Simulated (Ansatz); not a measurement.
# Rb on Ni(100): change of the work function, part 4 of 5

How does one ordered layer of Rb (top site) change the work function of Ni(100), and what dipole does each adsorbate carry?

Ansatz 0.2.0; plane-wave DFT, PBE, Ansatz PAW.

So far, work function, upper face (eV): step 2 (the clean slab) 4.88; step 3 (the covered slab) 1.86; step 5 (the slab at 0.25 ML, atoms frozen) 1.87; step 6 (the substrate of the 0.25 ML cell alone) 4.88; step 7 (the adsorbate layer of the 0.25 ML cell alone) 2.40.

## 9. The same run with other settings

This step: plane-wave DFT, PBE, Ansatz PAW (Ansatz 0.2.0).

System of this step: Rb/Ni(100). The cell holds 17 atoms: 16 Ni and 1 Rb. Its edges and angles: a = 4.978 Å, b = 4.978 Å, c = 26.848 Å, α = 90.0°, β = 90.0°, γ = 90.0°. Vacuum lies along c.

A run with a changed input: it repeats the earlier run at 0.25 ML with scf.algorithm to density_mixing, relax.f_tol from 0.02 to 0.05 and relax.max_displacement to 0.5; its output block differs too.

input.yaml reads:

```yaml
crystal:
  lattice:
    - [4.9780317396, 0.0, 0.0]
    - [0.0, 4.9780317396, 0.0]
    - [0.0, 0.0, 26.8476216066]
  atoms:
    - { symbol: Ni, position: [0.25, 0.25, 0.3352252252], spin: 0.76 }
    - { symbol: Ni, position: [0.0, 0.0, 0.4007803804], spin: 0.69 }
    - { symbol: Ni, position: [0.25, 0.25, 0.4671605236], spin: 0.7 }
    - { symbol: Ni, position: [0.0, 0.0, 0.5302377177], spin: 0.76 }
    - { symbol: Ni, position: [0.25, 0.75, 0.3352252252], spin: 0.76 }
    - { symbol: Ni, position: [0.0, 0.5, 0.4007803804], spin: 0.69 }
    - { symbol: Ni, position: [0.25, 0.75, 0.4671605236], spin: 0.7 }
    - { symbol: Ni, position: [0.0, 0.5, 0.5302377177], spin: 0.76 }
    - { symbol: Ni, position: [0.75, 0.25, 0.3352252252], spin: 0.76 }
    - { symbol: Ni, position: [0.5, 0.0, 0.4007803804], spin: 0.69 }
    - { symbol: Ni, position: [0.75, 0.25, 0.4671605236], spin: 0.7 }
    - { symbol: Ni, position: [0.5, 0.0, 0.5302377177], spin: 0.76 }
    - { symbol: Ni, position: [0.75, 0.75, 0.3352252252], spin: 0.76 }
    - { symbol: Ni, position: [0.5, 0.5, 0.4007803804], spin: 0.69 }
    - { symbol: Ni, position: [0.75, 0.75, 0.4671605236], spin: 0.7 }
    - { symbol: Ni, position: [0.5, 0.5, 0.5302377177], spin: 0.76 }
    - { symbol: Rb, position: [0.0, 0.0, 0.6647747748] }
magnetization:
  spin_polarized: true
kpoints:
  mp_grid: { grid: [6, 6, 1] }
hamiltonian:
  xc: pbe
scf:
  occupations: { method: fermi_dirac, width: 0.1 }
  convergence: { dr2_threshold: 1.0e-08 }
  algorithm: density_mixing
efield:
  axis: 3
  dipole_correction: true
  ramp_position: 0.97
  ramp_width: 0.06
relax:
  f_tol: 0.05
  max_steps: 60
  constraints: [{ sites: [0, 1, 4, 5, 8, 9, 12, 13] }]
  max_displacement: 0.5
output:
  bader: true
  dos: { projected: true, e_range: [-8, 4] }
  write_potential: true
  write_density: true
  volumetric_format: npy
```

Launch:

```console
ansatz run input.yaml --threads 4 --pin off --max-ram 12288MiB --backend cpu --events-out ev --progress --plain --runs-dir out
```

Numbers of over 12 decimals in the logs are rounded to 6 here.

The program printed:

```text
[...]
Crystal: 17 atoms, lattice volume = 665.306 Å³
Basis set: ecut = 420 eV, 13061 PW (Γ), exchange–correlation on 72×72×360 points (8 copies of the dense FFT grid, shifted against one another)
Bands: 186, of which v1, the nominal top of the filled ones, is band 149 counted from 1 (148 counted from 0)
Symmetry: 8 space group operations
k-points: 10 of 36
[...]
Starting moments: Σ|m| = 11.64 μB on 16 of 17 sites
[...]
SCF iter   1: F=—  HF=-96682.689391 eV  |F-HF|=—  |Δ(HF+E_count)|=         —  Δρ=1.89e-2 (↑1.36e-2 ↓1.89e-2)  dr2=2.87e1  dr2_m=7.69e-1  M=12.005 μB ∫|m|=12.577 μB  β_m=1.00  ethr=3.10e-3  p=-0.000 e·Å  D=-6.46e-8 V/Å  ΔV_dip=0.00 eV  dr2_dipole=3.31e0  V_vac-E_F(+/−)=7.00/7.00 eV  ⟨swp⟩=10.8  Hψ=19046  notcnv=0  defer=222
[...]
SCF iter  21: F=-96697.098966 eV  HF=-96697.098966 eV  |F-HF|=1.09e-9  |Δ(HF+E_count)|=   1.09e-8  Δρ=5.14e-7 (↑2.51e-7 ↓5.14e-7)  dr2=2.68e-9  dr2_m=6.09e-10  M=10.799 μB ∫|m|=12.346 μB  ethr=2.54e-12  p=0.361 e·Å  D=9.81e-2 V/Å  ΔV_dip=-2.63 eV  dr2_dipole=1.79e-10  V_vac-E_F(+/−)=2.26/4.89 eV  ⟨swp⟩=16.6  Hψ=31637  notcnv=0
SCF 1 converged in 21 iterations: F = -96697.098966 eV  dr2 = 2.68e-9
[...]
relax step   1: F+E_penalty+E_count = -96697.09896561 eV  Δ(F+E_penalty+E_count) = +0.000e0 eV  max|allowed force component| = 5.481e-1 eV/Å  Δτ_max = 0.0000 Å  (21 SCF iters, accepted)
[...]
SCF iter  12: F=-96697.151465 eV  HF=-96697.151465 eV  |F-HF|=5.82e-11  |Δ(HF+E_count)|=   4.25e-9  Δρ=4.57e-7 (↑1.66e-7 ↓4.57e-7)  dr2=3.17e-9  dr2_m=3.89e-10  M=10.790 μB ∫|m|=12.339 μB  ethr=2.28e-12  p=0.366 e·Å  D=9.94e-2 V/Å  ΔV_dip=-2.67 eV  dr2_dipole=3.32e-10  V_vac-E_F(+/−)=2.22/4.89 eV  ⟨swp⟩=12.5  Hψ=26371  notcnv=0
SCF 2 converged in 12 iterations: F = -96697.151465 eV  dr2 = 3.17e-9
[...]
relax step   2: F+E_penalty+E_count = -96697.15146528 eV  Δ(F+E_penalty+E_count) = -5.250e-2 eV  max|allowed force component| = 5.411e-1 eV/Å  Δτ_max = 0.0912 Å  (12 SCF iters, accepted)
SCF iter   1: F=—  HF=-96697.395224 eV  |F-HF|=—  |Δ(HF+E_count)|=         —  Δρ=4.36e-3 (↑1.98e-3 ↓4.36e-3)  dr2=5.91e-1  dr2_m=4.06e-2  M=10.670 μB ∫|m|=12.229 μB  β_m=1.00  ethr=4.94e-4  p=0.366 e·Å  D=9.94e-2 V/Å  ΔV_dip=-2.67 eV  dr2_dipole=4.03e-2  V_vac-E_F(+/−)=2.25/4.92 eV  ⟨swp⟩=7.8  Hψ=11485  notcnv=0  defer=294
[...]
SCF iter  14: F=-96697.355714 eV  HF=-96697.355714 eV  |F-HF|=4.83e-9  |Δ(HF+E_count)|=   3.42e-8  Δρ=7.63e-7 (↑3.59e-7 ↓7.63e-7)  dr2=7.54e-9  dr2_m=8.60e-10  M=10.708 μB ∫|m|=12.271 μB  ethr=1.51e-12  p=0.405 e·Å  D=1.10e-1 V/Å  ΔV_dip=-2.95 eV  dr2_dipole=1.85e-10  V_vac-E_F(+/−)=1.94/4.90 eV  ⟨swp⟩=13.2  Hψ=27678  notcnv=0
SCF 3 converged in 14 iterations: F = -96697.355714 eV  dr2 = 7.54e-9
[...]
relax step   3: F+E_penalty+E_count = -96697.35571440 eV  Δ(F+E_penalty+E_count) = -2.042e-1 eV  max|allowed force component| = 4.108e-1 eV/Å  Δτ_max = 0.4875 Å  (14 SCF iters, accepted)
[...]
relax step   4: F+E_penalty+E_count = -96697.28209278 eV  Δ(F+E_penalty+E_count) = +7.362e-2 eV  max|allowed force component| = 5.408e-1 eV/Å  Δτ_max = 0.4845 Å  (14 SCF iters, rejected (line search))
[...]
relax step   5: F+E_penalty+E_count = -96697.38120078 eV  Δ(F+E_penalty+E_count) = -2.549e-2 eV  max|allowed force component| = 2.979e-1 eV/Å  Δτ_max = 0.1394 Å  (14 SCF iters, accepted)
SCF iter   1: F=—  HF=-96697.391904 eV  |F-HF|=—  |Δ(HF+E_count)|=         —  Δρ=9.24e-4 (↑5.29e-4 ↓9.24e-4)  dr2=2.48e-2  dr2_m=1.47e-3  M=10.621 μB ∫|m|=12.173 μB  β_m=1.00  ethr=9.39e-6  p=0.411 e·Å  D=1.12e-1 V/Å  ΔV_dip=-3.00 eV  dr2_dipole=2.45e-3  V_vac-E_F(+/−)=1.91/4.91 eV  ⟨swp⟩=4.5  Hψ=10610  notcnv=0  defer=334
[...]
SCF iter  13: F=-96697.389703 eV  HF=-96697.389703 eV  |F-HF|=4.51e-9  |Δ(HF+E_count)|=   5.81e-9  Δρ=6.34e-7 (↑6.34e-7 ↓5.62e-7)  dr2=5.13e-9  dr2_m=2.45e-10  M=10.631 μB ∫|m|=12.182 μB  ethr=2.50e-12  p=0.417 e·Å  D=1.13e-1 V/Å  ΔV_dip=-3.04 eV  dr2_dipole=2.21e-11  V_vac-E_F(+/−)=1.86/4.90 eV  ⟨swp⟩=12.8  Hψ=28921  notcnv=0
SCF 6 converged in 13 iterations: F = -96697.389703 eV  dr2 = 5.13e-9
relax step   6: F+E_penalty+E_count = -96697.38970341 eV  Δ(F+E_penalty+E_count) = -8.503e-3 eV  max|allowed force component| = 1.288e-2 eV/Å  Δτ_max = 0.0444 Å  (13 SCF iters, accepted)
[...]
SCF converged after 13 iterations
Magnetization: 10.6312 μB (153.8156 up, 143.1844 down)
Absolute magnetization: 12.1937 μB (∫|ρ↑−ρ↓|, with the PAW one-centre terms)
[...]
Per-site moments (μB) at R_I (Å): [(0.765023, 1.026719), (0.698368, 1.026719), (0.682061, 0.992419), (0.625914, 0.992419), (0.765023, 1.026719), (0.692954, 1.026719), (0.682061, 0.992419), (0.697052, 1.015809), (0.765023, 1.026719), (0.692954, 1.026719), (0.682061, 0.992419), (0.697052, 1.015809), (0.765023, 1.026719), (0.685703, 1.026719), (0.682061, 0.992419), (0.723206, 1.021125), (-0.00577433, 1.210727)]
Free energy (F): -96697.389703 eV
[...]
Internal energy: -96696.432911 eV  (E = F + TS)
E sigma→0 (E₀):  -96696.911307 eV
Entropy (-TS):   -0.956792 eV (-56.282 meV/atom)
Fermi energy:    2.947357 eV
Dipole field:    D = 0.113291 V/Å  (p = 0.416540 e·Å, saw-weighted, corrected)
Work function:   Φ+ = 1.8569 eV   Φ− = 4.8986 eV
[...]
--- Forces (eV/Å), atoms counted from 1 ---
  atom   1  Ni    -0.00060439    -0.00060439     0.32752158
  atom   2  Ni     0.00000000     0.00000000    -0.26086474
  atom   3  Ni     0.00220092     0.00220092     0.00302434
  atom   4  Ni    -0.00000000     0.00000000     0.00925303
  atom   5  Ni    -0.00060439     0.00060439     0.32752158
  atom   6  Ni     0.00000000     0.00000000    -0.32255277
  atom   7  Ni     0.00220092    -0.00220092     0.00302434
  atom   8  Ni    -0.00000000     0.00000000    -0.01288336
  atom   9  Ni     0.00060439    -0.00060439     0.32752158
  atom  10  Ni     0.00000000     0.00000000    -0.32255277
  atom  11  Ni    -0.00220092     0.00220092     0.00302434
  atom  12  Ni     0.00000000     0.00000000    -0.01288336
  atom  13  Ni     0.00060439     0.00060439     0.32752158
  atom  14  Ni     0.00000000     0.00000000    -0.40253158
  atom  15  Ni    -0.00220092    -0.00220092     0.00302434
  atom  16  Ni     0.00000000     0.00000000     0.00058614
  atom  17  Rb    -0.00000000     0.00000000     0.00226172
  max |Σ_I F_I| component: 1.60e-5 eV/Å
--- Band table (eV; the first three rows and the last of 20) ---
  k-point 0 ↑: bands = [... 145 lower, 2.3994, 2.3996, 2.3996, 2.4810, 2.5101, 2.7507, 2.7630, 3.2336, ... 33 higher]
  k-point 1 ↑: bands = [... 145 lower, 2.3615, 2.3728, 2.3909, 2.4132, 2.4287, 2.6106, 2.6286, 2.7122, ... 33 higher]
  k-point 2 ↑: bands = [... 145 lower, 2.2781, 2.3270, 2.3331, 2.3400, 2.3802, 2.4235, 2.4300, 2.4484, ... 33 higher]
  k-point 9 ↓: bands = [... 145 lower, 2.7661, 2.7788, 2.7788, 3.2160, 3.2287, 3.2321, 3.2321, 3.3407, ... 33 higher]
--- Relaxed structure (6 steps of the walk, 5 accepted, 0 SCFs on fresh bases) ---
  F+E_penalty+E_count = -96697.38970341 eV   max|allowed force component| = 1.288e-2 eV/Å
  atoms:
    - { symbol: Ni, position: [0.25, 0.25, 0.3352252252] }
    - { symbol: Ni, position: [0.0, 0.0, 0.400780] }
    - { symbol: Ni, position: [0.252118, 0.252118, 0.467159] }
    - { symbol: Ni, position: [0, 0.0, 0.527654] }
    - { symbol: Ni, position: [0.25, 0.750000, 0.3352252252] }
    - { symbol: Ni, position: [0.0, 0.5, 0.400780] }
    - { symbol: Ni, position: [0.252118, 0.747882, 0.467159] }
    - { symbol: Ni, position: [0, 0.5, 0.531311] }
    - { symbol: Ni, position: [0.750000, 0.25, 0.3352252252] }
    - { symbol: Ni, position: [0.5, 0.0, 0.400780] }
    - { symbol: Ni, position: [0.747882, 0.252118, 0.467159] }
    - { symbol: Ni, position: [0.5, 0.0, 0.531311] }
    - { symbol: Ni, position: [0.750000, 0.750000, 0.3352252252] }
    - { symbol: Ni, position: [0.5, 0.5, 0.400780] }
    - { symbol: Ni, position: [0.747882, 0.747882, 0.467159] }
    - { symbol: Ni, position: [0.5, 0.5, 0.532555] }
    - { symbol: Rb, position: [0, 0.0, 0.636978] }
--- Bader charges: 17 sites ---
  site symbol  charge [e]  shift [e]    m [muB]
     0     Ni     -0.0150     0.0001     0.7255
     1     Ni      0.0186     0.0001     0.6589
     2     Ni      0.0089     0.0000     0.6411
     3     Ni     -0.1550     0.0002     0.5793
     4     Ni     -0.0149     0.0001     0.7255
     5     Ni      0.0145     0.0001     0.6536
     6     Ni      0.0089     0.0000     0.6411
     7     Ni     -0.1516     0.0001     0.6478
     8     Ni     -0.0150     0.0001     0.7255
     9     Ni      0.0145     0.0001     0.6536
    10     Ni      0.0089     0.0000     0.6411
    11     Ni     -0.1516     0.0001     0.6478
    12     Ni     -0.0149     0.0001     0.7255
    13     Ni      0.0099     0.0000     0.6467
    14     Ni      0.0089     0.0000     0.6411
    15     Ni     -0.1353     0.0000     0.6744
    16     Rb      0.5602     0.0000     0.0025
  estimated error of the sums over rays = 5.8e-4 e
```

The job ended after 14 min (4 threads of Arm Neoverse V1, shared host; peak memory 4 GiB).

Relaxation path:

| step | energy less that of the first step (eV) | largest force component (eV/Å) |
| --- | --- | --- |
| 1 | 0.0000 | 0.5481 |
| 2 | -0.0525 | 0.5411 |
| 3 | -0.2567 | 0.4108 |
| 4 | -0.1831 | 0.5408 |
| 5 | -0.2822 | 0.2979 |
| 6 | -0.2907 | 0.0129 |

Relaxation step 4 was tried and not accepted.

The run keeps the 8 symmetry operations that it works with, so distortions that break them were not tested.

The atoms that moved most (Å):

| atom | dx | dy | dz | length |
| --- | --- | --- | --- | --- |
| Rb17 | 0.000 | 0.000 | -0.746 | 0.746 |
| Ni4 | 0.000 | 0.000 | -0.069 | 0.069 |
| Ni16 | 0.000 | 0.000 | 0.062 | 0.062 |
| Ni12 | 0.000 | 0.000 | 0.029 | 0.029 |
| Ni8 | 0.000 | 0.000 | 0.029 | 0.029 |
| Ni15 | -0.011 | -0.011 | 0.000 | 0.015 |
| Ni7 | 0.011 | -0.011 | 0.000 | 0.015 |
| Ni11 | -0.011 | 0.011 | 0.000 | 0.015 |

The relaxed structure:

```xyz
17
Lattice="4.9780 0.0000 0.0000 0.0000 4.9780 0.0000 0.0000 0.0000 26.8476" Properties=species:S:1:pos:R:3
Ni    1.2445    1.2445    9.0000
Ni    0.0000    0.0000   10.7600
Ni    1.2551    1.2551   12.5421
Ni    0.0000    0.0000   14.1663
Ni    1.2445    3.7335    9.0000
Ni    0.0000    2.4890   10.7600
Ni    1.2551    3.7230   12.5421
Ni    0.0000    2.4890   14.2644
Ni    3.7335    1.2445    9.0000
Ni    2.4890    0.0000   10.7600
Ni    3.7230    1.2551   12.5421
Ni    2.4890    0.0000   14.2644
Ni    3.7335    3.7335    9.0000
Ni    2.4890    2.4890   10.7600
Ni    3.7230    3.7230   12.5421
Ni    2.4890    2.4890   14.2978
Rb    0.0000    0.0000   17.1014
```

Numbers from this step:

- energy at zero smearing: -96696.9113 eV
- total moment: 10.63 μB
- work function, upper face: 1.857 eV
- dipole along the normal: 0.4165 e·Å
- step between the vacuum levels: -3.042 eV

The density of states has structure finer than the step of the table below, so its rows give means over 0.25 eV, whole bins alone (the curve runs from -8 to 1.98 eV). Peaks (eV: height): total -2.200: 55.7, -1.650: 57.7, -1.530: 63.8, -1.260: 52.8, -1.200: 61.8, -0.930: 81.9, -0.600: 73.9; up -2.200: 40.9, -1.920: 33.7, -1.650: 31.7, -1.350: 32.5, -1.200: 33.9, -0.840: 42.6, -0.600: 50.6; down -2.770: 31.4, -1.530: 37.7, -0.930: 59.3, -0.660: 35.8, -0.450: 29.4, -0.060: 33.8, 0.120: 30.7.

Density of states against energy, zero at the Fermi level; means over each step; values in states/eV a cell:

| energy (eV) | total | up | down |
| --- | --- | --- | --- |
| -7.75 | 1.09 | 0.550 | 0.542 |
| -7.50 | 1.03 | 0.516 | 0.511 |
| -7.25 | 1.09 | 0.547 | 0.541 |
| -7.00 | 1.16 | 0.583 | 0.576 |
| -6.75 | 1.64 | 0.808 | 0.834 |
| -6.50 | 2.46 | 1.25 | 1.22 |
| -6.25 | 2.79 | 1.41 | 1.38 |
| -6.00 | 1.91 | 0.994 | 0.919 |
| -5.75 | 2.66 | 1.40 | 1.25 |
| -5.50 | 3.01 | 1.61 | 1.40 |
| -5.25 | 3.69 | 1.96 | 1.74 |
| -5.00 | 4.05 | 2.41 | 1.64 |
| -4.75 | 5.79 | 3.14 | 2.65 |
| -4.50 | 8.53 | 5.73 | 2.81 |
| -4.25 | 13.0 | 8.01 | 4.94 |
| -4.00 | 17.2 | 11.2 | 5.98 |
| -3.75 | 24.3 | 17.0 | 7.24 |
| -3.50 | 20.7 | 12.8 | 7.87 |
| -3.25 | 29.7 | 13.5 | 16.2 |
| -3.00 | 26.0 | 14.2 | 11.8 |
| -2.75 | 25.7 | 15.1 | 10.6 |
| -2.50 | 31.7 | 17.5 | 14.2 |
| -2.25 | 40.5 | 26.7 | 13.8 |
| -2.00 | 36.1 | 20.8 | 15.4 |
| -1.75 | 41.7 | 22.0 | 19.6 |
| -1.50 | 46.1 | 22.6 | 23.5 |
| -1.25 | 48.0 | 27.8 | 20.2 |
| -1.00 | 53.3 | 27.1 | 26.2 |
| -0.75 | 55.8 | 32.6 | 23.2 |
| -0.50 | 43.6 | 19.0 | 24.6 |
| -0.25 | 29.4 | 4.83 | 24.6 |
| 0.00 | 29.5 | 3.70 | 25.8 |
| 0.25 | 25.7 | 2.85 | 22.9 |
| 0.50 | 10.8 | 2.80 | 8.02 |
| 0.75 | 7.82 | 3.31 | 4.52 |
| 1.00 | 7.45 | 4.07 | 3.38 |
| 1.25 | 7.76 | 3.68 | 4.08 |
| 1.50 | 7.30 | 3.36 | 3.94 |
| 1.75 | 7.05 | 2.68 | 4.36 |

Projected DOS per atom over height of the atomic layer and energy from the Fermi level. Layers: Ni4 Ni4 Ni4 Ni4 Rb from below.

Values in states/eV, 22 rows by 5 columns, each cell a mean:
```
0.22 0.27 0.24 0.21 0.36
0.27 0.30 0.31 0.27 0.44
0.34 0.29 0.34 0.34 0.60
0.98 0.98 0.97 0.95 0.77
2.22 1.60 1.53 1.93 0.43
2.87 2.40 2.39 3.00 0.28
4.08 2.78 2.53 3.68 0.27
3.19 2.46 2.56 3.30 0.26
2.62 1.92 1.93 2.80 0.15
2.31 2.52 2.44 2.29 0.03
1.48 1.72 1.65 1.35 0.00
1.19 1.97 2.04 1.31 0.01
0.90 1.81 1.86 0.99 0.02
0.55 1.10 1.26 0.65 0.03
0.30 0.54 0.62 0.35 0.03
0.18 0.31 0.32 0.19 0.01
0.12 0.25 0.25 0.14 0.01
0.11 0.17 0.16 0.11 0.01
0.14 0.18 0.17 0.14 0.02
0.05 0.12 0.13 0.05 0.00
0.03 0.10 0.11 0.03 0.00
0.03 0.10 0.11 0.03 0.00
```
Columns: height of the atomic layer (Å) from 9 to 17.1 (not evenly spaced); rows upwards: energy from the Fermi level (eV) from -7.96 to 1.95.

Projected DOS per atom, spin up over height of the atomic layer and energy from the Fermi level. Layers: Ni4 Ni4 Ni4 Ni4 Rb from below.

Ten even steps from '0' (0.00 states/eV) to '9' (2.30 states/eV), each cell a mean:
```
00000
00000
00001
00001
00011
45550
97690
75570
73370
66660
44430
23330
25520
13310
01100
00000
00000
00000
00000
00000
00000
00000
```
Columns: height of the atomic layer (Å) from 9 to 17.1 (not evenly spaced); rows upwards: energy from the Fermi level (eV) from -7.96 to 1.95.

Projected DOS per atom, spin down over height of the atomic layer and energy from the Fermi level. Layers: Ni4 Ni4 Ni4 Ni4 Rb from below.

Values in states/eV, 22 rows by 5 columns, each cell a mean:
```
0.13 0.17 0.16 0.13 0.20
0.15 0.14 0.17 0.15 0.26
0.20 0.17 0.18 0.19 0.27
0.86 0.86 0.86 0.81 0.35
2.02 1.41 1.32 1.70 0.18
1.76 1.24 1.21 1.81 0.15
1.78 1.15 1.07 1.53 0.19
1.44 1.17 1.27 1.60 0.13
0.88 1.07 1.07 1.08 0.07
0.88 0.99 0.88 0.84 0.00
0.49 0.65 0.68 0.52 0.00
0.54 1.13 1.20 0.58 0.00
0.27 0.55 0.58 0.36 0.01
0.20 0.38 0.45 0.23 0.02
0.12 0.18 0.20 0.14 0.01
0.08 0.13 0.13 0.08 0.00
0.06 0.12 0.12 0.06 0.00
0.05 0.08 0.08 0.06 0.00
0.07 0.09 0.08 0.07 0.01
0.02 0.06 0.06 0.03 0.00
0.01 0.05 0.05 0.02 0.00
0.01 0.05 0.05 0.02 0.00
```
Columns: height of the atomic layer (Å) from 9 to 17.1 (not evenly spaced); rows upwards: energy from the Fermi level (eV) from -7.96 to 1.95.

| quantity | this run | earlier run | difference |
| --- | --- | --- | --- |
| work function, upper face (eV) | 1.857 | 1.865 | -0.0077 |
| work function, lower face (eV) | 4.899 | 4.898 | 5.4e-4 |
| dipole along the normal (e·Å) | 0.4165 | 0.4154 | 0.0011 |
| total moment (μB) | 10.63 | 10.63 | -0.0030 |

Nothing in the table moves by 0.01 in its unit (for the dipole 0.5 % and 5e-5 e·Å). The run took 88 SCF cycles against 101.

(Continued in part 5 of 5.)

[Logs are printed without paths, hosts, clocks, repeated set-up lines and the standing remarks that a program may print on its own settings, such as how far it seeks lower states.]

[Hosts, paths, dates, database ids (printed as entryN), source tags and the programs' standing remarks are cut or masked in the printed files.]

[Maps of the electrostatic potential energy from Ansatz leave out the sawtooth potential of an applied field or a dipole correction, so their vacuum need not be flat; planar profiles and work functions include it.]
